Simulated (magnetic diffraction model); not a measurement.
# Solving a magnetic structure from powder neutron data: Ca₃Cu₂S₄F₂

Space group I4/mmm (no. 139), a = 3.9860 Å, c = 24.4170 Å.

```
site  atom  x    y       z
  4e    Cu  0    0  0.4344
  2a    Ca  0    0       0
  4e    Ca  0    0  0.1331
  8g     S  0  1/2  0.4329
  4e     F  0    0  0.3043
```

This is a made-up structure (elements placed in a structure type, unrelaxed), so the numbers test the method and describe no known phase.

Only Cu is taken to order (form factors of Cu2+); orders and moment sizes are assumed, and not adapted to the symmetry. Radiation: neutrons of λ = 2.52 Å, 8° to 80°; isotropic B of 0.41 Å² (Cu), 0.44 Å² (Ca), 0.54 Å² (S) and 0.64 Å² (F). The intensities are simulated: I ∝ L Σ (|F_N|² + |F_M⊥|²) for unpolarised neutrons, with F_M = 2.695 fm/μB × Σ f(s) S exp(2πi Q·r) exp(−B s²) at Q = H ± k (one set where k and −k are equivalent), only the part normal to Q counting and L = 1/(sin²θ cos θ). For collinear order S is the moment m, which repeats by lattice and centring translations R with the sign exp(−2πi k·R). Form factors are spin-only for 3d ions and dipole or tabulated for f ions, scattering lengths are Sears's of 1992, and absorption is left out. A label names one of the reflections at its angle. The strongest nuclear line in the range is 100, and lines under 0.2 are left out.

Above the ordering temperature:

| 2θ (°) | index | I |
| --- | --- | --- |
| 11.85 | (0 0 2) | 64.8 |
| 23.82 | (0 0 4) | 2.1 |
| 36.07 | (0 0 6) | 3.4 |
| 37.36 | (1 0 1) | 7.9 |
| 41.22 | (1 0 3) | 0.4 |
| 48.16 | (1 0 5) | 1.6 |
| 48.77 | (0 0 8) | 13.8 |
| 53.11 | (1 1 0) | 38.2 |
| 54.62 | (1 1 2) | 0.3 |
| 57.37 | (1 0 7) | 100.0 |
| 59.00 | (1 1 4) | 0.3 |
| 65.88 | (1 1 6) | 6.0 |
| 68.36 | (1 0 9) | 23.7 |
| 78.43 | (2 0 0) | 67.1 |
| 79.67 | (2 0 2) | 8.3 |

Below it (cell unchanged):

```
2θ (°)      I
 11.85   64.8
 23.82    2.1
 26.52    0.3
 28.50    0.9
 31.55    1.3
 35.43    1.2
 36.07    3.4
 37.36    7.9
 39.92    0.8
 41.22    0.4
 44.90    0.3
 48.16    1.6
 48.77   13.8
 53.11   38.2
 54.62    0.3
 57.37  100.0
 59.00    0.3
 61.38    0.3
 63.10    0.4
 65.47    0.4
 65.88    6.0
 68.36   23.7
 68.44    0.2
 68.45    0.3
 75.19    0.2
 78.43   67.1
 79.67    8.3
```

**Question.** Check that the new lines index with k = (1/2 1/2 1), then choose among these models:
A. collinear moments along [010], 0.9 μB on Cu; signs + at (0, 0, 0.4344), − at (1/2, 1/2, 0.0656)
B. collinear moments along [010], 0.9 μB on Cu; signs + at (0, 0, 0.4344), + at (1/2, 1/2, 0.0656)
C. collinear moments along [100], 0.9 μB on Cu; signs + at (0, 0, 0.4344), − at (1/2, 1/2, 0.0656)
D. collinear moments along [100], 0.9 μB on Cu; signs + at (0, 0, 0.4344), + at (1/2, 1/2, 0.0656)

The new lines index as (1/2 -1/2 2) at 28.50°, (1/2 1/2 3) at 31.55°, (1/2 -1/2 4) at 35.43° and (1/2 1/2 5) at 39.92°, that is as H ± k with k = (1/2 1/2 1), one of 2 inequivalent arms of its star (k and −k counted as one), which a powder can't tell apart. Half indices mean that the moments reverse under translations with k·R a half-integer, and the magnetic cell has twice the primitive volume.

Magnetic intensity, observed (below minus above) and for each model:

| 2θ (°) | index | observed | A | B | C | D |
| --- | --- | --- | --- | --- | --- | --- |
| 25.83 | (1/2 -1/2 0) | <0.2 | <0.2 | 0.9 | <0.2 | 0.9 |
| 26.52 | (1/2 1/2 1) | 0.3 | 0.3 | 1.4 | 0.3 | 1.4 |
| 28.50 | (1/2 -1/2 2) | 0.9 | 0.9 | 0.8 | 0.9 | 0.8 |
| 31.55 | (1/2 1/2 3) | 1.3 | 1.3 | <0.2 | 1.3 | <0.2 |
| 35.43 | (1/2 -1/2 4) | 1.2 | 1.2 | <0.2 | 1.2 | <0.2 |
| 39.92 | (1/2 1/2 5) | 0.8 | 0.8 | 0.2 | 0.8 | 0.2 |
| 50.27 | (1/2 1/2 7) | <0.2 | <0.2 | 0.6 | <0.2 | 0.6 |

Models A and C match alike on every line, so these data can't choose among them (such ties are often domains of one structure).

The structure used: k = (1/2 1/2 1), collinear moments along [100], 0.9 μB on Cu; signs + at (0, 0, 0.4344), − at (1/2, 1/2, 0.0656).

[Logs are printed without paths, hosts, clocks, repeated set-up lines and the standing remarks that a program may print on its own settings, such as how far it seeks lower states.]
